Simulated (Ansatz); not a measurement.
**Quasi-harmonic thermodynamics of Cu (Copper, Fm-3m)**

Wanted: α(T), C_P(T) and B(T) of Cu (Copper) in the quasi-harmonic approximation.

Measurements to reproduce:
- heat capacity C_P per formula unit 24.5 J/mol/K near room temperature (given in “High-Throughput Prediction of Finite-Temperature Properties using the Quasi-Harmonic Approximation”, 2016, arXiv:1603.06924)

Main program and level: Ansatz 0.2.0; DFT LDA, scalar-relativistic, plane waves, PAW, in the first sound run; inputs show where later runs differ.

## (1) The structure

It takes space group Fm-3m (No. 225, cubic). Conventional cell: a = 3.615 Å, b = 3.615 Å, c = 3.615 Å, α = 90.00°, β = 90.00°, γ = 90.00°. Nearest to Cu lie 12 Cu at 2.56 Å.

## (2) Probe on a coarse mesh

A cheap single point shows whether the cell is a metal or an insulator and how far it is from rest; that sets the k-mesh and the occupations of what follows.

input.yaml

```yaml
crystal:
  lattice:
    - [0.0, 1.8075, 1.8075]
    - [1.8075, 0.0, 1.8075]
    - [1.8075, 1.8075, 0.0]
  atoms:
    - { symbol: Cu, position: [0.0, 0.0, 0.0] }
kpoints:
  mp_grid: { grid: [8, 8, 8] }
hamiltonian:
  xc: lda
scf:
  occupations: { method: gaussian, width: 0.1 }
  lower_state_search: "off"
output:
  forces: true
  stress: true
  eigenvalues: true
```

Launch:

```bash
> ansatz run input.yaml --threads 8 --pin off --max-ram 16384MiB --backend cpu --events-out ev --progress --plain --runs-dir out
```

Numbers of over 12 decimals in the logs are rounded to 6 here.

Log:

```text
Engine: ansatz 0.2.0, aarch64-unknown-linux-gnu
Pseudopotentials: kind: paw
Pseudopotential: Cu, paw, valence charge 19, recommended cutoff 420 eV (normal), Cu.paw.azcp
Functional definition: SPW92
  exchange = slater_x
  correlation = pw_c
Crystal: 1 atoms, lattice volume = 11.810 Å³
Basis set: ecut = 420 eV, 259 PW (Γ)
Bands: 14, of which v1, the nominal top of the filled ones, is band 10 counted from 1 (9 counted from 0)
Symmetry: 48 space group operations
Space group: Fm-3m (ITA 225), of the structure as read, at distance tolerance 2.3e-5 Å
k-points: 29 of 512
Non-local potential: Cu, projectors of the file, l = 0: 3, l = 1: 2, l = 2: 3, l = 3: 1
PAW form: soft (Blöchl's): semilocal exchange-correlation on the pseudo side does not see the compensation charge
PAW frozen core: Cu, regenerated for the run's functional, and the local potential with it (the file was generated under x = pbe(κ = 0.804, μ = 0.219515), c = pbe(β = 0.066725))
PAW one-centre angular grid: Cu, 590 points (default); XC on 64 Gauss nodes
Initial density: superposition of atomic densities (neutral atoms: chi_scale 0, normalization atom), corrected by the library's trained network
Initial wavefunctions: pseudopotential atomic-orbital guess
Functional: x = slater, c = lda
SCF iter   1: F=—  HF=-6555.657970 eV  |F-HF|=—  |Δ(HF+E_count)|=         —  Δρ=2.21e-2  dr2=2.54e-2  ethr=1.77e-3  ⟨swp⟩=5.2  Hψ=2020  notcnv=0
preconditioner: auto → none  [insulator: Δε(μ)=0.234 eV  Ē_g=16.966 eV  σ=0.100 eV  W_gap=0.84  n_scr=0 (ndim 8)  ℏωp=35.8 eV  f_vac=0.000  D(μ)=0.66/eV (n_scr^D=8)  ε∞_Penn≈5.5]
SCF iter   2: F=—  HF=-6555.651432 eV  |F-HF|=—  |Δ(HF+E_count)|=   6.54e-3  Δρ=1.77e-3  dr2=2.88e-4  ethr=1.34e-4  ⟨swp⟩=2.8  Hψ=897  notcnv=0  defer=9
SCF iter   3: F=—  HF=-6555.651398 eV  |F-HF|=—  |Δ(HF+E_count)|=   3.40e-5  Δρ=1.37e-3  dr2=5.91e-5  ethr=1.52e-6  ⟨swp⟩=2.2  Hψ=604  notcnv=0  defer=9
SCF iter   4: F=—  HF=-6555.651432 eV  |F-HF|=—  |Δ(HF+E_count)|=   3.37e-5  Δρ=3.76e-5  dr2=9.38e-8  ethr=3.11e-7  ⟨swp⟩=1.2  Hψ=417  notcnv=0  defer=9
iter 5 did not close the SCF: its close was put off for the readings that it lacked (scf_convergence_deferred on its scf_iter line)
SCF iter   5: F=-6555.651432 eV  HF=-6555.651432 eV  |F-HF|=7.37e-11  |Δ(HF+E_count)|=   1.09e-7  Δρ=4.33e-6  dr2=7.06e-10  ethr=4.94e-10  ⟨swp⟩=2.1  Hψ=637  notcnv=0  defer=9
SCF iter   6: F=-6555.651432 eV  HF=-6555.651432 eV  |F-HF|=0.00e0  |Δ(HF+E_count)|=  1.28e-10  Δρ=2.76e-7  dr2=3.62e-12  ethr=3.71e-12  ⟨swp⟩=3.0  Hψ=1254  notcnv=0
SCF 1 converged in 6 iterations: F = -6555.651432 eV  dr2 = 3.62e-12
  greatest PAW one-centre occupation: 1.000 electrons in one spin orbital (limit 2), on the Cu atom at site 0 (counted from 0), in its partial waves of l = 0
SCF converged after 6 iterations
Free energy (F): -6555.651432 eV
Harris-Foulkes:  -6555.651432 eV  (|F-HF|=0.00e0)
Internal energy: -6555.648320 eV  (E = F + TS)
E sigma→0 (E₀):  -6555.649876 eV
Entropy (-TS):   -0.003112 eV (-3.112 meV/atom)
Fermi energy:    16.261331 eV
--- Per-component energies (eV) ---
  E_band       = -363.727554
  E_kinetic    = 300.495414
  E_local      = -4053.106835  (includes V_loc(G=0)·N_el)
  E_nonlocal   = 394.134558
  E_hartree    = 1781.165829
  E_xc         = -89.101025
  E_vxc        = -115.557597  (∫ρ·V_xc dr)
  E_paw        = -1593.232446  (= ΣΔE_a)
  E_vpaw       = -452.024825  (= ΣTr[D̂ρ^β])
  E_aug_tail   = 0.000220  (compensation charges beyond the density's cutoff)
  E_ewald      = -3296.453696
  E_core_change = 0.449660  (= ΣΔE_core)
  E_smearing   = -0.003112  (= −TS)
  E_closure    = 0.000000  (closes the sum)
  Σ components = -6555.651432   (vs F -6555.651432, Δ=0.00e0)
--- Forces (eV/Å), atoms counted from 1 ---
  atom   1  Cu     0.00000000     0.00000000    -0.00000000
  max |Σ_I F_I| component: 3.90e-32 eV/Å
--- Stress (GPa, compression-positive) ---
      -11.685505       0.000000       0.000000
        0.000000     -11.685505       0.000000
        0.000000      -0.000000     -11.685505
  P = ⅓ Tr σ = -11.6855 GPa (-116.855 kbar)
--- Band table (eV; the first three rows and the last of 29) ---
  k-point 0: bands = [... 6 lower, 13.2976, 13.2976, 14.1473, 14.1473, 39.0454, 41.3311, 41.3311, 41.3311]
  k-point 1: bands = [... 6 lower, 13.3931, 13.3931, 14.1178, 14.1178, 35.0770, 39.5903, 40.1480, 40.1480]
  k-point 2: bands = [... 6 lower, 13.4599, 13.4599, 14.2299, 14.2299, 28.7242, 38.9059, 38.9184, 38.9184]
  k-point 28: bands = [... 6 lower, 12.7842, 14.1040, 14.8671, 22.4975, 22.4975, 24.6902, 24.9537, 44.4847]
```

Wall time 0.23 s (8 threads of Arm Neoverse V2, shared host); peak memory 0.24 GiB.

This step gave:

```yaml
pressure: -11.69 GPa
volume_per_atom: 11.81 Å³/atom
gap_on_the_k_mesh: 0 eV
```

The start is under -12 GPa at this level and looks like a metal on this mesh.

## (3) A loose first relaxation

The start is far from rest, so a relaxation with loose thresholds first brings it near the minimum.

input.yaml, the sections that differ from step 2:

```yaml
kpoints:
  mp_grid: { grid: [10, 10, 10] }
relax:
  adjacent_minimum: "off"
  f_tol: 0.05
  max_steps: 80
  cell: { stress_tol: 0.5 }
# crystal, hamiltonian, scf, output: as in step 2
```

Log:

```text
[...]
Crystal: 1 atoms, lattice volume = 11.810 Å³
Basis set: ecut = 420 eV, 259 PW (Γ)
Bands: 14, of which v1, the nominal top of the filled ones, is band 10 counted from 1 (9 counted from 0)
Symmetry: 48 space group operations
[...]
k-points: 47 of 1000
[...]
SCF iter   1: F=—  HF=-6555.676190 eV  |F-HF|=—  |Δ(HF+E_count)|=         —  Δρ=2.40e-2  dr2=3.09e-2  ethr=1.77e-3  ⟨swp⟩=5.3  Hψ=3280  notcnv=0
[...]
SCF iter   6: F=-6555.668547 eV  HF=-6555.668547 eV  |F-HF|=3.64e-12  |Δ(HF+E_count)|=  2.73e-11  Δρ=5.16e-7  dr2=1.96e-11  ethr=5.44e-12  ⟨swp⟩=2.8  Hψ=2067  notcnv=0
SCF 1 converged in 6 iterations: F = -6555.668547 eV  dr2 = 1.96e-11
[...]
relax step   1: F+E_penalty+E_count = -6555.66854712 eV  Δ(F+E_penalty+E_count) = +0.000e0 eV  max|allowed force component| = 0.000e0 eV/Å  Δτ_max = 0.0000 Å  P = -12.395 GPa  Ω = 11.810 Å³  (6 SCF iters, dr2 threshold 1.00e-7 eV, accepted)
Crystal: 1 atoms, lattice volume = 11.315 Å³
Basis set: ecut = 420 eV, 229 PW (Γ)
[...]
iter 1 solved again at ethr=1.20e-4 eV; its pass at ethr=3.10e-3 eV (dr2=2.29e-2 eV) is discarded
[...]
SCF iter   6: F=-6555.698552 eV  HF=-6555.698552 eV  |F-HF|=9.09e-13  |Δ(HF+E_count)|=  4.50e-10  Δρ=5.20e-7  dr2=1.79e-11  ethr=4.34e-12  ⟨swp⟩=1.3  Hψ=2004  notcnv=0
SCF 2 converged in 6 iterations: F = -6555.698552 eV  dr2 = 1.79e-11
relax step   2: F+E_penalty+E_count = -6555.69855184 eV  Δ(F+E_penalty+E_count) = -3.000e-2 eV  max|allowed force component| = 0.000e0 eV/Å  Δτ_max = 0.0000 Å  P = -6.538 GPa  Ω = 11.315 Å³  energy of the carried Pulay correction = +3.168e-4 eV  (6 SCF iters, dr2 threshold 1.00e-7 eV, accepted)
Crystal: 1 atoms, lattice volume = 10.809 Å³
Basis set: ecut = 420 eV, 181 PW (Γ)
[...]
SCF iter   6: F=-6555.707640 eV  HF=-6555.707640 eV  |F-HF|=3.64e-12  |Δ(HF+E_count)|=   1.99e-9  Δρ=7.12e-7  dr2=3.53e-11  ethr=1.83e-11  ⟨swp⟩=1.9  Hψ=2099  notcnv=0
SCF 3 converged in 6 iterations: F = -6555.707640 eV  dr2 = 3.53e-11
relax step   3: F+E_penalty+E_count = -6555.70764045 eV  Δ(F+E_penalty+E_count) = -9.089e-3 eV  max|allowed force component| = 0.000e0 eV/Å  Δτ_max = 0.0000 Å  P = +1.368 GPa  Ω = 10.809 Å³  energy of the carried Pulay correction = +6.546e-4 eV  (6 SCF iters, dr2 threshold 1.00e-7 eV, accepted)
[...]
relax step   4: F+E_penalty+E_count = -6555.70791093 eV  Δ(F+E_penalty+E_count) = -2.705e-4 eV  max|allowed force component| = 0.000e0 eV/Å  Δτ_max = 0.0000 Å  P = -0.109 GPa  Ω = 10.893 Å³  energy of the carried Pulay correction = +5.973e-4 eV  (6 SCF iters, dr2 threshold 1.00e-7 eV, accepted)
[...]
SCF iter   6: F=-6555.707291 eV  HF=-6555.707291 eV  |F-HF|=9.09e-13  |Δ(HF+E_count)|=  9.09e-13  Δρ=2.77e-9  dr2=1.92e-16  ethr=1.00e-12  ⟨swp⟩=1.3  Hψ=1542  notcnv=0
SCF 5 converged in 6 iterations: F = -6555.707291 eV  dr2 = 1.92e-16
relax step   5: F+E_penalty+E_count = -6555.70729138 eV  Δ(F+E_penalty+E_count) = +6.195e-4 eV  max|allowed force component| = 0.000e0 eV/Å  Δτ_max = 0.0000 Å  P = -0.091 GPa  Ω = 10.893 Å³  stress off target by 9.05e-2 GPa  SCF on the basis re-selected at this cell (its energy is not comparable with the rows above)  (6 SCF iters)
basis re-selected at this cell: Δ(F+E_penalty+E_count) = +6.195e-4 eV, ΔP = +0.019 GPa vs the last step (what re-selecting the basis moved, of the pressure what is left beyond the Pulay correction that the steps carried, after the strain that the cell walked since its last selection, with what the two solves' SCF thresholds leave and, on support functions, any second-order correction that the steps lacked; it is no measure of the basis error at this ecutwfc). This SCF's stress stands 9.05e-2 GPa from its target on what of the cell is left free (relax.cell.stress_tol is 5.00e-1 GPa) and its largest allowed force component is 0.00e0 eV/Å (relax.f_tol is 5.00e-2 eV/Å): [rest of the remark cut]
SCF converged after 6 iterations
Free energy (F): -6555.707291 eV
[...]
Internal energy: -6555.703714 eV  (E = F + TS)
E sigma→0 (E₀):  -6555.705503 eV
Entropy (-TS):   -0.003577 eV (-3.577 meV/atom)
Fermi energy:    18.020242 eV
[...]
--- Stress (GPa, compression-positive) ---
       -0.090501      -0.000000       0.000000
       -0.000000      -0.090501      -0.000000
        0.000000      -0.000000      -0.090501
  P = ⅓ Tr σ = -0.0905 GPa (-0.905 kbar)
--- Band table (eV; the first three rows and the last of 47) ---
  k-point 0: bands = [... 6 lower, 14.8255, 14.8255, 15.7881, 15.7881, 41.5008, 44.4333, 44.4333, 44.4333]
  k-point 1: bands = [... 6 lower, 14.8995, 14.8995, 15.7613, 15.7613, 39.0732, 42.3750, 43.5290, 43.5290]
  k-point 2: bands = [... 6 lower, 15.0112, 15.0112, 15.7841, 15.7841, 33.7994, 41.8370, 42.4022, 42.4022]
  k-point 46: bands = [... 6 lower, 14.6935, 15.8259, 16.6015, 23.1923, 26.1556, 26.5776, 28.0684, 44.5944]
--- Relaxed structure (4 steps of the walk, 4 accepted, 1 SCFs on fresh bases) ---
  F+E_penalty+E_count = -6555.70729138 eV   max|allowed force component| = 0.000e0 eV/Å   (the final SCF, on the basis selected at the relaxed cell)
  cell:  # Å, volume = 10.8933 Å³
    - [0, 1.759448, 1.759448]
    - [1.759448, 0, 1.759448]
    - [1.759448, 1.759448, 0]
  atoms:
    - { symbol: Cu, position: [0.0, 0.0, 0.0] }
```

The job ended after 0.83 s (8 threads; peak memory 0.28 GiB).

The steps of the relaxation:

```tsv
step	energy less that of the first step (eV)	largest force component (eV/Å)	pressure (GPa)	volume (Å³)
1	0.0000	0.0000	-12.39	11.81
2	-0.0300	0.0000	-6.54	11.31
3	-0.0391	0.0000	1.37	10.81
4	-0.0394	0.0000	-0.11	10.89
5*	-0.0387	0.0000	-0.09	10.89
```

Relaxation steps marked * repeat the geometry before them on a plane-wave basis chosen anew for their cell, so energy and pressure can jump there.

```tsv
conventional cell, symmetrised	before	after	change
a (Å)	3.615	3.519	-2.7 %
b (Å)	3.615	3.519	-2.7 %
c (Å)	3.615	3.519	-2.7 %
volume (Å³/atom)	11.81	10.89	-7.8 %
```

The relaxed structure:

```xyz
1
Lattice="0.0000 1.7594 1.7594 1.7594 0.0000 1.7594 1.7594 1.7594 0.0000" Properties=species:S:1:pos:R:3 pbc="T T T"
Cu    0.0000    0.0000    0.0000
```

Numbers from this step:

| Item | Value |
| --- | --- |
| pressure | -0.09050 GPa |
| volume per atom | 10.89 Å³/atom |

The relaxation ends with a pressure of -0.09 GPa.

## (4) Relaxation

The vibrations must be taken about the equilibrium of this functional, not about the starting cell, so the structure is relaxed.

input.yaml, the sections that differ from step 3:

```yaml
crystal:
  lattice:
    - [0.0, 1.7594476949, 1.7594476949]
    - [1.7594476949, 0.0, 1.7594476949]
    - [1.7594476949, 1.7594476949, 0.0]
  atoms:
    - { symbol: Cu, position: [0.0, 0.0, 0.0] }
kpoints:
  mp_grid: { grid: [20, 20, 20] }
relax:
  adjacent_minimum: "off"
  f_tol: 0.005
  max_steps: 80
  cell: { stress_tol: 0.05 }
# hamiltonian, scf, output: as in step 3
```

Log:

```text
[...]
Crystal: 1 atoms, lattice volume = 10.893 Å³
Basis set: ecut = 420 eV, 181 PW (Γ)
Bands: 14, of which v1, the nominal top of the filled ones, is band 10 counted from 1 (9 counted from 0)
Symmetry: 48 space group operations
[...]
k-points: 256 of 8000
[...]
k-point 2: bands = [... 6 lower, 14.9146, 14.9146, 15.7766, 15.7766, 39.0825, 42.3827, 43.5388, 43.5388]
  k-point 255: bands = [... 6 lower, 14.2516, 15.7500, 16.6185, 24.6303, 24.6303, 26.9127, 27.5417, 47.5240]
--- Relaxed structure (2 steps of the walk, 2 accepted, 1 SCFs on fresh bases) ---
[...]
cell:  # Å, volume = 10.8909 Å³
    - [0, 1.759319, 1.759319]
    - [1.759319, 0, 1.759319]
    - [1.759319, 1.759319, 0]
  atoms:
    - { symbol: Cu, position: [0.0, 0.0, 0.0] }
[key lines of the parts left out:]
SCF converged after 6 iterations
Free energy (F): -6555.722645 eV
Fermi energy:    18.126481 eV
P = ⅓ Tr σ = -0.0473 GPa (-0.473 kbar)
```

Elapsed: 1.3 s, on 8 threads; peak memory 0.33 GiB; 7.2 s of CPU time.

Little changed from the start: no atom moved by 0.005 Å and no cell edge by 0.1 %.

Numbers from this step:

| Item | Value |
| --- | --- |
| pressure | -0.04725 GPa |

## (5) Tight relaxation

The thresholds are tightened for a last relaxation ahead of the phonons, and where mesh or smearing change with them the cell follows.

input.yaml

```yaml
crystal:
  lattice:
    - [0.0, 1.7593189915, 1.7593189915]
    - [1.7593189915, 0.0, 1.7593189915]
    - [1.7593189915, 1.7593189915, 0.0]
  atoms:
    - { symbol: Cu, position: [0.0, 0.0, 0.0] }
kpoints:
  mp_grid: { grid: [24, 24, 24] }
hamiltonian:
  xc: lda
scf:
  occupations: { method: methfessel_paxton, width: 0.2 }
  lower_state_search: "off"
output:
  forces: true
  stress: true
  eigenvalues: true
relax:
  adjacent_minimum: "off"
  f_tol: 0.001
  max_steps: 60
  cell: { stress_tol: 0.01 }
```

Log:

```text
[...]
Crystal: 1 atoms, lattice volume = 10.891 Å³
Basis set: ecut = 420 eV, 181 PW (Γ)
Bands: 14, of which v1, the nominal top of the filled ones, is band 10 counted from 1 (9 counted from 0)
Symmetry: 48 space group operations
[...]
k-points: 413 of 13824
[...]
k-point 2: bands = [... 6 lower, 14.8956, 14.8956, 15.7848, 15.7848, 39.8796, 42.5242, 43.7477, 43.7477]
  k-point 412: bands = [... 6 lower, 14.2532, 15.7517, 16.6205, 24.6316, 24.6316, 26.9140, 27.5432, 47.5257]
--- Relaxed structure (2 steps of the walk, 2 accepted, 1 SCFs on fresh bases) ---
[...]
cell:  # Å, volume = 10.8905 Å³
    - [0, 1.759298, 1.759298]
    - [1.759298, 0, 1.759298]
    - [1.759298, 1.759298, 0]
  atoms:
    - { symbol: Cu, position: [0.0, 0.0, 0.0] }
[key lines of the parts left out:]
SCF converged after 5 iterations
Free energy (F): -6555.721955 eV
Fermi energy:    18.167019 eV
P = ⅓ Tr σ = -0.0078 GPa (-0.078 kbar)
```

Elapsed: 1.7 s, on 8 threads; peak memory 0.37 GiB; 11 s of CPU time.

Little changed from the start: no atom moved by 0.005 Å and no cell edge by 0.1 %.

Numbers from this step:

```yaml
pressure: -0.007797 GPa
```

The residual pressure is -0.0078 GPa, small enough for phonons.

(Continued in part 2 of 3.)

[Logs are printed without paths, hosts, clocks, repeated set-up lines and the standing remarks that a program may print on its own settings, such as how far it seeks lower states.]

[Hosts, paths, dates, database ids (printed as entryN), source tags and the programs' standing remarks are cut or masked in the printed files.]

[A step with changed settings may run another functional than the one named; its input shows which.]
